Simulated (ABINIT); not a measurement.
## A GW chain in ABINIT: MoS2 (P6_3/mmc)

How does a plane-wave GW calculation on MoS2 (P6_3/mmc) run from the first input to the gap?

Main program and level: ABINIT 10.8.3; PBEsol and many-body steps on it, plane waves.

The database entry behind the starting cell differs from later determinations by our own check (about 0.3 % long), so it need not match the best structure at ambient conditions.

### 1. Set-up

It takes space group P6_3/mmc (No. 194, hexagonal). The conventional cell has a = 3.169 Å, b = 3.169 Å, c = 12.324 Å, α = 90.00°, β = 90.00°, γ = 120.00°. Mo has 6 S at 2.41 Å nearest. Nearest to S lie 3 Mo at 2.41 Å. Farther neighbours and most contacts between anions are not listed.

Coordinates:

```cif
data_structure
_symmetry_space_group_name_H-M 'P 1'
_symmetry_Int_Tables_number 1
_cell_length_a 3.1690
_cell_length_b 3.1690
_cell_length_c 12.3240
_cell_angle_alpha 90.000
_cell_angle_beta 90.000
_cell_angle_gamma 120.000
_cell_volume 107.18
loop_
_atom_site_label
_atom_site_type_symbol
_atom_site_fract_x
_atom_site_fract_y
_atom_site_fract_z
_atom_site_occupancy
Mo1 Mo 0.33333 0.66667 0.25000 1
Mo2 Mo 0.66667 0.33333 0.75000 1
S3 S 0.33333 0.66667 0.62300 1
S4 S 0.66667 0.33333 0.12300 1
S5 S 0.33333 0.66667 0.87700 1
S6 S 0.66667 0.33333 0.37700 1
```

The cell and positions come from the Crystallography Open Database and are kept as given unless a step says otherwise.

### 2. Ground state

This step: ABINIT 10.8.3; DFT, PBEsol, plane waves, norm-conserving pseudopotentials.

The ground-state density comes first.

Input file run.abi:

```
acell 3*1.0 Angstrom
rprim 
  3.169000000004 -0.000000000001 0.000000000000
  -1.584500000001 2.744434504597 0.000000000000
  0.000000000000 0.000000000000 12.324000000000
ntypat 2
znucl 42 16
natom 6
typat 1 1 2 2 2 2
xred 
  0.333333333333 0.666666666667 0.250000000000
  0.666666666667 0.333333333333 0.750000000000
  0.333333333333 0.666666666667 0.623000000000
  0.666666666667 0.333333333333 0.123000000000
  0.333333333333 0.666666666667 0.877000000000
  0.666666666667 0.333333333333 0.377000000000
pp_dirpath "pseudos"
pseudos "Mo.upf, S.upf"
ecut 36
ngkpt 6 6 2
nshiftk 1
shiftk 0 0 0
kptopt 1
chksymbreak 0
nband 33
occopt 1
tolvrs 1e-10
nstep 60
prtwf 0
indata_prefix "in"
outdata_prefix "out"
tmpdata_prefix "tmp"
```

On the command line:

```
> OMP_NUM_THREADS=1 mpirun -n 4 abinit run.abi > log
```

Numbers of over 12 decimals in the logs are rounded to 6 here.

The program printed:

```text
.Version 10.8.3 of ABINIT. v10.8.2 released Aug 2026.

 Symmetries : space group P6_3/m m c (#194); Bravais hP (primitive hexag.)
================================================================================
 Values of the parameters that define the memory need of the present run
     intxc =       0    ionmov =       0      iscf =       7    lmnmax =       6
     lnmax =       6     mgfft =     128  mpssoang =       3    mqgrid =    6291
     natom =       6  nloc_mem =       1    nspden =       1   nspinor =       1
    nsppol =       1      nsym =      24    n1xccc =    2501    ntypat =       2
    occopt =       1   xclevel =       2
-    mband =          33        mffmem =           1         mkmem =           4
       mpw =        7490          nfft =      165888          nkpt =          14
================================================================================
  Rough estimation (10% accuracy) of disk space for files :
================================================================================

--------------------------------------------------------------------------------
------------- Echo of variables that govern the present computation ------------
--------------------------------------------------------------------------------
 -outvars: echo values of preprocessed input variables --------
            acell      1.8897261259E+00  1.8897261259E+00  1.8897261259E+00 Bohr

      chksymbreak           0
             ecut      3.60000000E+01 Hartree
-          fftalg         312

              ixc     -116133
              kpt      0.00000000E+00  0.00000000E+00  0.00000000E+00
                       1.66666667E-01  0.00000000E+00  0.00000000E+00
                       3.33333333E-01  0.00000000E+00  0.00000000E+00
                       5.00000000E-01  0.00000000E+00  0.00000000E+00
                       1.66666667E-01  1.66666667E-01  0.00000000E+00
                       3.33333333E-01  1.66666667E-01  0.00000000E+00
                       3.33333333E-01  3.33333333E-01  0.00000000E+00
                       0.00000000E+00  0.00000000E+00  5.00000000E-01
                       1.66666667E-01  0.00000000E+00  5.00000000E-01
                       3.33333333E-01  0.00000000E+00  5.00000000E-01
                       5.00000000E-01  0.00000000E+00  5.00000000E-01
[...]
kptrlatt        6    0    0      0    6    0      0    0    2
          kptrlen      3.59312526E+01
P           mkmem           4
            natom           6
            nband          33
            ngfft          36      36     128
             nkpt          14
            nstep          60
             nsym          24
           ntypat           2
              occ      2.000000  2.000000  2.000000  2.000000  2.000000  2.000000
                       2.000000  2.000000  2.000000  2.000000  2.000000  2.000000
                       2.000000  2.000000  2.000000  2.000000  2.000000  2.000000
                       2.000000  2.000000  2.000000  2.000000  2.000000  2.000000
                       2.000000  2.000000  0.000000  0.000000  0.000000  0.000000
[...]
prtwf           0
            rprim      3.1690000000E+00 -1.0000000000E-12  0.0000000000E+00
[...]
spgroup         194

           tolvrs      1.00000000E-10

             xred      3.3333333333E-01  6.6666666667E-01  2.5000000000E-01
[...]
znucl       42.00000   16.00000

================================================================================

 chkinp: Checking input parameters for consistency.

================================================================================
== DATASET  1 ==================================================================
-   mpi_nproc: 4, omp_nthreads: 1 (-1 if OMP is not activated)

--- !DatasetInfo
iteration_state: {dtset: 1, }
dimensions: {natom: 6, nkpt: 14, mband: 33, nsppol: 1, nspinor: 1, nspden: 1, mpw: 7490, }
cutoff_energies: {ecut:  36.0, pawecutdg:  -1.0, }
electrons: {nelect:   5.20000000E+01, charge:   0.00000000E+00, occopt:   1.00000000E+00, tsmear:   1.00000000E-02, }

 Real(R)+Recip(G) space primitive vectors, cartesian coordinates (Bohr,Bohr^-1):
 R(1)=  5.9885421  0.0000000  0.0000000  G(1)=  0.1669856  0.0964092  0.0000000
 R(2)= -2.9942710  5.1862296  0.0000000  G(2)=  0.0000000  0.1928183  0.0000000
 R(3)=  0.0000000  0.0000000 23.2889848  G(3)=  0.0000000  0.0000000  0.0429388
 Unit cell volume ucvol=  7.2330822E+02 bohr^3
 Angles (23,13,12)=  9.00000000E+01  9.00000000E+01  1.20000000E+02 degrees

 getcut: wavevector=  0.0000  0.0000  0.0000  ngfft=  36  36 128
         ecut(hartree)=     36.000   => boxcut(ratio)=   2.03490

--- Pseudopotential description ------------------------------------------------
- Mo Generated using ONCVPSP code by D. R. Hamann
- 42.00000  14.00000  180301                  znucl, zion, pspdat
12 -116133 2 -1 1640                          pspcod,pspxc,lmax,lloc,mmax
     nproj     2     2     2
  pspatm : epsatm=   15.94988793
         --- l  ekb(1:nproj) -->
[...]
pspatm: atomic psp has been read  and splines computed

- S Generated using ONCVPSP code by D. R. Hamann
- 16.00000   6.00000  180301                  znucl, zion, pspdat
[...]
ETOT  9  -184.83267521099    -1.167E-09 1.801E-04 3.002E-06
 ETOT 10  -184.83267521122    -2.300E-10 2.442E-04 1.102E-07
 ETOT 11  -184.83267521124    -2.308E-11 1.224E-04 5.777E-09
 ETOT 12  -184.83267521125    -9.209E-12 1.887E-04 1.587E-10
 ETOT 13  -184.83267521124     5.116E-12 7.934E-05 2.076E-11

 At SCF step   13       vres2   =  2.08E-11 < tolvrs=  1.00E-10 =>converged.

 Cartesian components of stress tensor (hartree/bohr^3)
  sigma(1 1)=  1.14735539E-04  sigma(3 2)=  0.00000000E+00
  sigma(2 2)=  1.14735539E-04  sigma(3 1)=  0.00000000E+00
  sigma(3 3)=  8.29954166E-05  sigma(2 1)=  0.00000000E+00

--- !ResultsGS
iteration_state: {dtset: 1, }
comment   : Summary of ground state results
lattice_vectors:
- [  5.9885421,  -0.0000000,   0.0000000, ]
- [ -2.9942710,   5.1862296,   0.0000000, ]
- [  0.0000000,   0.0000000,  23.2889848, ]
lattice_lengths: [   5.98854,    5.98854,   23.28898, ]
lattice_angles: [ 90.000,  90.000, 120.000, ] # degrees, (23, 13, 12)
lattice_volume:   7.2330822E+02
convergence: {deltae:  5.116E-12, res2:  2.076E-11, residm:  7.934E-05, diffor: null, }
etotal    :  -1.84832675E+02
entropy   :   0.00000000E+00
fermie    :   3.08644635E-01
cartesian_stress_tensor: # hartree/bohr^3
- [  1.14735539E-04,   0.00000000E+00,   0.00000000E+00, ]
- [  0.00000000E+00,   1.14735539E-04,   0.00000000E+00, ]
- [  0.00000000E+00,   0.00000000E+00,   8.29954166E-05, ]
pressure_GPa:  -3.0644E+00
xred      :
- [  3.3333E-01,   6.6667E-01,   2.5000E-01, Mo]
- [  6.6667E-01,   3.3333E-01,   7.5000E-01, Mo]
- [  3.3333E-01,   6.6667E-01,   6.2300E-01,  S]
- [  6.6667E-01,   3.3333E-01,   1.2300E-01,  S]
- [  3.3333E-01,   6.6667E-01,   8.7700E-01,  S]
- [  6.6667E-01,   3.3333E-01,   3.7700E-01,  S]
cartesian_forces: # hartree/bohr
- [  1.34655670E-30,   2.26470159E-30,  -1.44560290E-19, ]
- [ -1.46364859E-30,   2.26470159E-30,  -1.44560290E-19, ]
- [  6.44005378E-31,  -3.00833494E-30,   5.84275081E-03, ]
- [ -5.85459435E-32,  -5.74625776E-31,   5.84275081E-03, ]
- [ -1.46364859E-30,  -1.38586216E-30,  -5.84275081E-03, ]
- [  9.95281039E-31,   4.39419711E-31,  -5.84275081E-03, ]
force_length_stats: {min:   1.44560290E-19, max:   5.84275081E-03, mean:   3.89516720E-03, }

 Integrated electronic density in atomic spheres:
 ------------------------------------------------
 Atom  Sphere_radius  Integrated_density
[...]
================================================================================

 ----iterations are completed or convergence reached----

 Mean square residual over all n,k,spin=   47.439E-08; max=  79.343E-06
 reduced coordinates (array xred) for    6 atoms
[...]
0.666666666667      0.333333333333      0.750000000000
       0.333333333333      0.666666666667      0.623000000000
       0.666666666667      0.333333333333      0.123000000000
       0.333333333333      0.666666666667      0.877000000000
       0.666666666667      0.333333333333      0.377000000000
 rms dE/dt=  6.4145E-02; max dE/dt=  1.3607E-01; dE/dt below (all hartree)
    1      -0.000000000000     -0.000000000000      0.000000000000
    2       0.000000000000     -0.000000000000     -0.000000000000
    3      -0.000000000000      0.000000000000     -0.136071734557
    4       0.000000000000     -0.000000000000     -0.136071734557
    5       0.000000000000     -0.000000000000      0.136071734557
    6      -0.000000000000     -0.000000000000      0.136071734557

 cartesian coordinates (angstrom) at end:
    1      6.7e-13     1.829623     3.081000
    2      1.584500     0.914812     9.243000
    3      6.7e-13     1.829623     7.677852
    4      1.584500     0.914812     1.515852
[...]
cartesian forces (hartree/bohr) at end:
[...]
frms,max,avg= 2.7542991E-03 5.8427508E-03   0.000E+00  0.000E+00  0.000E+00 h/b

 cartesian forces (eV/Angstrom) at end:
[...]
2     -0.000000     0.000000    -0.000000
    3      0.000000    -0.000000     0.300446
    4     -0.000000    -0.000000     0.300446
    5     -0.000000    -0.000000    -0.300446
    6      0.000000     0.000000    -0.300446
 frms,max,avg= 1.4163176E-01 3.0044633E-01   0.000E+00  0.000E+00  0.000E+00 e/A
 length scales=  1.889726125908  1.889726125908  1.889726125908 bohr
              =  1.000000000000  1.000000000000  1.000000000000 angstroms
 prteigrs : about to open file out_EIG
 Fermi (or HOMO) energy (hartree) =   0.30864   Average Vxc (hartree)=  -0.40933
 Eigenvalues (hartree) for nkpt=  14  k points:
 kpt#   1, nband= 33, wtk=  0.01389, kpt=  0.0000  0.0000  0.0000 (reduced coord)
  -1.94923   -1.94923   -1.00052   -1.00052   -0.99182   -0.99182   -0.99182   -0.99182
  -0.24099   -0.23091   -0.19606   -0.17942    0.05456    0.09324    0.17893    0.18792
   0.18792    0.18840    0.18840    0.22846    0.22846    0.23018    0.23018    0.26514
   0.26561    0.30864    0.38561    0.38578    0.38663    0.38671    0.39220    0.39236
   0.39864
 prteigrs : prtvol=0 or 1, do not print more k-points.

--- !EnergyTerms
iteration_state     : {dtset: 1, }
comment             : Components of total free energy in Hartree
kinetic             :  5.98670185597917E+01
hartree             :  5.39247501108631E+01
xc                  : -3.31301634205193E+01
Ewald energy        : -1.19847493795111E+02
psp_core            :  4.80046661553859E+00
local_psp           : -1.73705974700070E+02
non_local_psp       :  2.32587214182631E+01
total_energy        : -1.84832675211244E+02
total_energy_eV     : -5.02955331605112E+03
band_energy         : -1.62397490977759E+01

 Cartesian components of stress tensor (hartree/bohr^3)
  sigma(1 1)=  1.14735539E-04  sigma(3 2)=  0.00000000E+00
  sigma(2 2)=  1.14735539E-04  sigma(3 1)=  0.00000000E+00
  sigma(3 3)=  8.29954166E-05  sigma(2 1)=  0.00000000E+00

-Cartesian components of stress tensor (GPa)         [Pressure= -3.0644E+00 GPa]
- sigma(1 1)=  3.37563609E+00  sigma(3 2)=  0.00000000E+00
- sigma(2 2)=  3.37563609E+00  sigma(3 1)=  0.00000000E+00
- sigma(3 3)=  2.44180946E+00  sigma(2 1)=  0.00000000E+00

== END DATASET(S) ==============================================================
================================================================================

 -outvars: echo values of variables after computation  --------
           etotal     -1.8483267521E+02
            nband          33
             nkpt          14
          spgroup         194
 [... the other variables as echoed above ...]

 Calculation completed.
```

Wall time 41 s (4 MPI ranks of Arm Neoverse V2, shared host); peak memory 0.44 GiB; 2.7 min of CPU time.

This step gave:

| Item | Value |
| --- | --- |
| total energy | -5029.5533 eV |
| gap | 0.8460 eV |
| k of the valence top | 0, 0, 0 |
| k of the conduction bottom | 0.1667, 0.1667, 0 |
| least direct gap | 1.652 eV |
| pressure | -3.064 GPa |

The gap is indirect, with the least direct gap 0.81 eV higher.

The cutoff was set for levels, not for stress, so the pressure can be off by some GPa.

[end of part 1 of 3]

[Paths, hosts, dates, memory and timing lines, banners, echoed tables and standing remarks are left out of the program output.]

[Logs are printed without paths, hosts, clocks, repeated set-up lines and the standing remarks that a program may print on its own settings, such as how far it seeks lower states.]

[Runs of the session that timed out or met a known fault of the program may be left out.]

[Hosts, paths, dates, database ids (printed as entryN), source tags and the programs' standing remarks are cut or masked in the printed files.]

[G0W0 gaps are taken among the corrected bands and points alone; a level outside them can change the order at an edge.]

[Where Ansatz stands beside ABINIT at settings called matched, ABINIT's density can come from a denser mesh and the files from another edition; pairs whose starting gaps differed by over 0.03 eV were left out, so agreement reads better than it is.]
